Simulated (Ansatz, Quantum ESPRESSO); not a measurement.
# Y (P6_3/mmc): electron–phonon coupling with Quantum ESPRESSO

What λ does ph.x give for Y (P6_3/mmc), and how does it hang on the broadening? The first relaxation steps of the session are not shown, so no cell shown is the starting entry, unless a step says so.

Calculated with Ansatz 0.2.0 and Quantum ESPRESSO 7.5; DFT PBE, scalar-relativistic, plane waves, PAW, in the first sound run; inputs show where later runs differ.

This is a report of a sequence of runs, with most program output left out.

**1. The cell after earlier relaxation steps**

The structure is hexagonal, space group P6_3/mmc (No. 194). Conventional cell: a = 3.661 Å, b = 3.661 Å, c = 5.667 Å, α = 90.00°, β = 90.00°, γ = 120.00°. Y has 12 Y at 3.53 to 3.66 Å nearest.

Structure file:

```cif
data_structure
_symmetry_space_group_name_H-M 'P6_3/mmc'
_symmetry_Int_Tables_number 194
_cell_length_a 3.6610
_cell_length_b 3.6610
_cell_length_c 5.6667
_cell_angle_alpha 90.000
_cell_angle_beta 90.000
_cell_angle_gamma 120.000
_cell_volume 65.78
loop_
_atom_site_label
_atom_site_type_symbol
_atom_site_symmetry_multiplicity
_atom_site_Wyckoff_symbol
_atom_site_fract_x
_atom_site_fract_y
_atom_site_fract_z
_atom_site_occupancy
Y1 Y 2 c 0.33333 0.66667 0.25000 1
```

**2. Relaxing tightly for phonons**

Phonons are second derivatives about the minimum, so the remaining forces must be small: the thresholds are tightened. Earlier relaxation steps are not shown.

The input, input.yaml:

```yaml
crystal:
  lattice:
    - [3.6609979984, 0.0, 0.0]
    - [-1.8304989992, 3.1705172698, 0.0]
    - [0.0, 0.0, 5.6667297389]
  atoms:
    - { symbol: "Y", position: [0.3333333333, 0.6666666667, 0.25] }
    - { symbol: "Y", position: [0.6666666667, 0.3333333333, 0.75] }
kpoints:
  mp_grid: { grid: [9, 9, 6] }
hamiltonian:
  xc: pbe
scf:
  occupations: { method: methfessel_paxton, width: 0.2 }
output:
  forces: true
  stress: true
  eigenvalues: true
relax:
  adjacent_minimum: "off"
  f_tol: 0.001
  max_steps: 60
  cell: { stress_tol: 0.01 }
```

Run with:

```console
ansatz run input.yaml --threads 4 --pin off --max-ram 8192MiB --backend cpu --events-out ev --progress --plain --runs-dir out
```

The job ended after 2.1 s (4 threads of Arm Neoverse V2, shared host; peak memory 0.37 GiB).

Little changed from the start: no atom moved by 0.005 Å and no cell edge by 0.1 %.

Numbers from this step:

```yaml
pressure: 0.001181 GPa
volume_per_atom: 32.85 Å³
metallic_on_mesh: yes
gap_on_the_k_mesh: 0 eV
```

The largest force is now zero by symmetry and the largest stress component 0.0031 GPa.

**3. Second program, ground state**

ph.x needs a tightly converged ground state on the same k mesh; the cell is that of the step before.

This step: DFT PBE, scalar-relativistic, plane waves, GBRV ultrasoft pseudopotentials (Quantum ESPRESSO 7.5).

The input, pw.in:

```
 &control
    calculation='scf',
    prefix='x',
    outdir='./tmp',
    pseudo_dir='./pseudo',
    tprnfor=.true.,
    tstress=.true.,
 /
 &system
    ibrav=4,
    celldm(1)=6.91307223,
    celldm(3)=1.54945504,
    nat=2,
    ntyp=1,
    ecutwfc=45.0,
    ecutrho=360.0,
    occupations='smearing',
    smearing='fd',
    degauss=0.00734986,
    nbnd=21,
 /
 &electrons
    conv_thr=1.0d-11,
    mixing_beta=0.5,
 /
ATOMIC_SPECIES
 Y      88.9058  Y.upf
ATOMIC_POSITIONS crystal
 Y      0.333333333   0.666666667   0.250000000
 Y      0.666666667   0.333333333   0.750000000
K_POINTS automatic
 9 9 6 0 0 0
```

Run with:

```console
OMP_NUM_THREADS=1 mpirun -n 4 pw.x -nk 4 -in pw.in > pw.x.log
```

Wall time 10 s (4 MPI ranks).

Numbers from this step:

| Quantity | Value |
| --- | --- |
| pressure | 0.07100 GPa |

With these potentials, mesh and smearing the cell is at 0.071 GPa.

**4. Second program, linear response: Fermi–Dirac smearing of 0.1 eV**

ph.x gives each mode's frequency and linewidth; λ of a mode follows from Gaussian double-delta sums over the k mesh, here at four widths.

The input, ph.in:

```
phonons and couplings
 &inputph
    prefix='x',
    outdir='./tmp',
    tr2_ph=1.0d-15,
    fildyn='x.dyn',
    fildvscf='dvscf',
    ldisp=.true.,
    nq1=3,
    nq2=3,
    nq3=2,
    electron_phonon='simple',
    el_ph_ngauss=0,
    el_ph_sigma=0.00734986,
    el_ph_nsigma=4,
    alpha_mix(1)=0.5,
    amass(1)=88.9058,
 /
```

Run with:

```console
OMP_NUM_THREADS=1 mpirun -n 4 ph.x -nk 4 -in ph.in > ph.x.log
```

The job ended after 27 min (4 MPI ranks).

This step gave:

```yaml
highest_frequency_solved_or_plainly_interpolated: 150.2 cm⁻¹
omega_log_against_width: 12.15, 12, 11.95, 11.96 meV, at widths 0.1 to 0.4 eV
```

As ph.x prints them, no sum rule imposed; at the zone centre the sum is no linewidth. Double-delta sums:

| q1 | q2 | q3 | star | mode | omega (meV) | lambda_q, sigma 0.1 eV | lambda_q, sigma 0.2 eV | lambda_q, sigma 0.3 eV | lambda_q, sigma 0.4 eV | half width at sigma 0.2 (meV) |
| --- | --- | --- | --- | --- | --- | --- | --- | --- | --- | --- |
| 0 | 0 | 0 | 1 | 1 | 0.3094 | 0 | 0 | 0 | 0 | 0 |
| 0 | 0 | 0 | 1 | 2 | 0.5186 | 0 | 0 | 0 | 0 | 4.14e-5 |
| 0 | 0 | 0 | 1 | 3 | 0.5186 | 0 | 0 | 0 | 0 | 4.14e-5 |
| 0 | 0 | 0 | 1 | 4 | 10.8 | 0.6524 | 0.2574 | 0.1773 | 0.139 | 0.1765 |
| 0 | 0 | 0 | 1 | 5 | 10.8 | 0.6524 | 0.2574 | 0.1773 | 0.139 | 0.1765 |
| 0 | 0 | 0 | 1 | 6 | 18.62 | 0.0533 | 0.0502 | 0.0498 | 0.0484 | 0.1023 |
| 0 | 0 | -0.5 | 1 | 1 | 7.818 | 0.0294 | 0.0503 | 0.0566 | 0.0584 | 0.01807 |
| 0 | 0 | -0.5 | 1 | 2 | 7.818 | 0.0294 | 0.0503 | 0.0566 | 0.0584 | 0.01807 |
| 0 | 0 | -0.5 | 1 | 3 | 7.818 | 0.0294 | 0.0503 | 0.0566 | 0.0584 | 0.01807 |
| 0 | 0 | -0.5 | 1 | 4 | 7.818 | 0.0294 | 0.0503 | 0.0566 | 0.0584 | 0.01807 |
| 0 | 0 | -0.5 | 1 | 5 | 13.42 | 0.1845 | 0.1048 | 0.0783 | 0.0665 | 0.111 |
| 0 | 0 | -0.5 | 1 | 6 | 13.42 | 0.1845 | 0.1048 | 0.0783 | 0.0665 | 0.111 |
| 0 | 0.3333 | 0 | 6 | 1 | 8.371 | 0.0632 | 0.0771 | 0.0804 | 0.0787 | 0.03176 |
| 0 | 0.3333 | 0 | 6 | 2 | 8.96 | 0.141 | 0.1088 | 0.0964 | 0.0881 | 0.05136 |
| 0 | 0.3333 | 0 | 6 | 3 | 14.12 | 0.0692 | 0.0633 | 0.0553 | 0.0523 | 0.07419 |
| 0 | 0.3333 | 0 | 6 | 4 | 14.9 | 0.0717 | 0.0671 | 0.0596 | 0.0535 | 0.08759 |
| 0 | 0.3333 | 0 | 6 | 5 | 15.63 | 0.116 | 0.1185 | 0.1097 | 0.0989 | 0.1702 |
| 0 | 0.3333 | 0 | 6 | 6 | 17.91 | 0.0119 | 0.0237 | 0.0291 | 0.0323 | 0.04475 |
| 0 | 0.3333 | -0.5 | 6 | 1 | 10.78 | 0.1211 | 0.1393 | 0.13 | 0.1204 | 0.09529 |
| 0 | 0.3333 | -0.5 | 6 | 2 | 10.78 | 0.1211 | 0.1393 | 0.13 | 0.1204 | 0.09529 |
| 0 | 0.3333 | -0.5 | 6 | 3 | 11.62 | 0.0652 | 0.0737 | 0.0766 | 0.0719 | 0.05852 |
| 0 | 0.3333 | -0.5 | 6 | 4 | 11.62 | 0.0652 | 0.0737 | 0.0766 | 0.0719 | 0.05852 |
| 0 | 0.3333 | -0.5 | 6 | 5 | 16.45 | 0.0587 | 0.0644 | 0.0627 | 0.0601 | 0.1026 |
| 0 | 0.3333 | -0.5 | 6 | 6 | 16.45 | 0.0587 | 0.0644 | 0.0627 | 0.0601 | 0.1026 |
| 0.3333 | 0.3333 | 0 | 2 | 1 | 13.37 | 0.1224 | 0.1265 | 0.1196 | 0.1102 | 0.133 |
| 0.3333 | 0.3333 | 0 | 2 | 2 | 13.37 | 0.1224 | 0.1265 | 0.1196 | 0.1102 | 0.133 |
| 0.3333 | 0.3333 | 0 | 2 | 3 | 13.85 | 0.148 | 0.1034 | 0.0879 | 0.0779 | 0.1167 |
| 0.3333 | 0.3333 | 0 | 2 | 4 | 13.85 | 0.148 | 0.1034 | 0.0879 | 0.0779 | 0.1167 |
| 0.3333 | 0.3333 | 0 | 2 | 5 | 15.85 | 0.0541 | 0.038 | 0.0335 | 0.0317 | 0.05608 |
| 0.3333 | 0.3333 | 0 | 2 | 6 | 16.72 | 0.0908 | 0.0884 | 0.0837 | 0.0795 | 0.1453 |
| 0.3333 | 0.3333 | -0.5 | 2 | 1 | 8.413 | 0.2304 | 0.2727 | 0.2639 | 0.238 | 0.1135 |
| 0.3333 | 0.3333 | -0.5 | 2 | 2 | 8.413 | 0.2304 | 0.2727 | 0.2639 | 0.238 | 0.1135 |
| 0.3333 | 0.3333 | -0.5 | 2 | 3 | 15.83 | 0.074 | 0.0695 | 0.0639 | 0.0585 | 0.1024 |
| 0.3333 | 0.3333 | -0.5 | 2 | 4 | 15.83 | 0.074 | 0.0695 | 0.0639 | 0.0585 | 0.1024 |
| 0.3333 | 0.3333 | -0.5 | 2 | 5 | 16.61 | 0.0859 | 0.0789 | 0.0747 | 0.0691 | 0.128 |
| 0.3333 | 0.3333 | -0.5 | 2 | 6 | 16.61 | 0.0859 | 0.0789 | 0.0747 | 0.0691 | 0.128 |

Mean over the q mesh without its centre; few wavevectors enter, so none of the widths can be taken as converged. The coupling constant λ, lambda by Gaussian width:

| Gaussian width (eV) | coupling constant λ, lambda |
| --- | --- |
| 0.100 | 0.541 |
| 0.200 | 0.550 |
| 0.300 | 0.522 |
| 0.400 | 0.486 |

λ runs from 0.541 at 0.1 eV to 0.486 at 0.4 eV.

**5. Summary of results**

| Quantity | Value |
| --- | --- |
| phonon run of the rows without a label of their own | PBE, q 3×3×2, k 9×9×6 |
| coupling λ by Gaussian sums at 0.2 eV, Quantum ESPRESSO, GBRV, cutoff 612 eV, q 3×3×2, k 9×9×6 | 0.550 |

What this shows: Under gradient-corrected functionals ph.x can misplace modes where the density is low; no frozen-phonon run checks these frequencies. In the last run that gave them, λ from the Gaussian sums is steady within 13 % between widths of 0.1 and 0.4 eV; these sums hold few wavevectors and leave out the zone centre.

[Logs are printed without paths, hosts, clocks, repeated set-up lines and the standing remarks that a program may print on its own settings, such as how far it seeks lower states.]

[Hosts, paths, dates, database ids (printed as entryN), source tags and the programs' standing remarks are cut or masked in the printed files.]
